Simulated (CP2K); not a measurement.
Ethyl trifluoroacetate has these distinct O atoms: O3 (bonded to 2 C) and O5 (bonded to C).

```xyz
14

C    -2.3129    0.3672    0.1838
C    -1.1511   -0.4756   -0.2893
O     0.0971    0.2051    0.1044
C     1.2209   -0.4528   -0.2476
O     1.3071   -1.5096   -0.8407
C     2.4578    0.3641    0.2364
F     2.4483    1.6140   -0.3219
F     3.6174   -0.2421   -0.1015
F     2.4462    0.4853    1.5962
H    -3.2512   -0.1247   -0.1082
H    -2.3102    0.4765    1.2755
H    -2.2948    1.3653   -0.2710
H    -1.1332   -0.5973   -1.3804
H    -1.1415   -1.4754    0.1644
```

Their partial O K spectra (CP2K XAS_TDP, all-electron GAPW, PBEh(45%), aug-cc-pVDZ, TDA, GW2X-corrected core level, no relativity) are given in random order, each times the number of alike atoms.

Gaussian full width 0.5 eV, oscillator strength per eV, alike atoms added, rows of zeros left out:

| E (eV) | curve 1 | curve 2 |
| --- | --- | --- |
| 531.50 | 0.000 | 0.001 |
| 531.75 | 0.000 | 0.017 |
| 532.00 | 0.000 | 0.065 |
| 532.25 | 0.000 | 0.065 |
| 532.50 | 0.000 | 0.017 |
| 532.75 | 0.000 | 0.001 |
| 534.25 | 0.001 | 0.000 |
| 534.50 | 0.009 | 0.000 |
| 534.75 | 0.030 | 0.000 |
| 535.00 | 0.027 | 0.000 |
| 535.25 | 0.006 | 0.000 |
| 536.75 | 0.004 | 0.000 |
| 537.00 | 0.031 | 0.001 |
| 537.25 | 0.056 | 0.001 |
| 537.50 | 0.027 | 0.000 |
| 537.75 | 0.008 | 0.001 |
| 538.00 | 0.004 | 0.002 |
| 538.25 | 0.001 | 0.003 |
| 538.50 | 0.003 | 0.008 |
| 538.75 | 0.011 | 0.013 |
| 539.00 | 0.015 | 0.016 |
| 539.25 | 0.023 | 0.021 |
| 539.50 | 0.051 | 0.018 |
| 539.75 | 0.047 | 0.009 |
| 540.00 | 0.017 | 0.005 |
| 540.25 | 0.005 | 0.008 |
| 540.50 | 0.008 | 0.010 |
| 540.75 | 0.010 | 0.008 |
| 541.00 | 0.010 | 0.007 |
| 541.25 | 0.011 | 0.006 |
| 541.50 | 0.011 | 0.005 |
| 541.75 | 0.009 | 0.005 |
| 542.00 | 0.010 | 0.010 |
| 542.25 | 0.009 | 0.025 |
| 542.50 | 0.007 | 0.022 |
| 542.75 | 0.010 | 0.012 |

Which curve belongs to which atom?

Curve 1: O3 (bonded to 2 C), leading line at 534.86 eV (f = 0.018 an atom), ionisation energy 539.80 eV, term value 4.94 eV. Curve 2: O5 (bonded to C), leading line at 532.12 eV (f = 0.042 an atom), ionisation energy 538.89 eV, term value 6.77 eV. The leading line of an atom is its first one with 35 % of the strongest within 2.5 eV of its lowest line over the strength cut. A line lies at the core ionisation energy, which rises as an atom loses charge to its neighbours or to a π system, less the term value, which is large for a low π* or σ* orbital with weight on that atom.

[Banner, clock and machine lines of the logs are left out without a mark of their own.]

[Logs are printed without paths, hosts, clocks, repeated set-up lines and the standing remarks that a program may print on its own settings, such as how far it seeks lower states.]

[Hosts, paths, dates, database ids (printed as entryN), source tags and the programs' standing remarks are cut or masked in the printed files.]
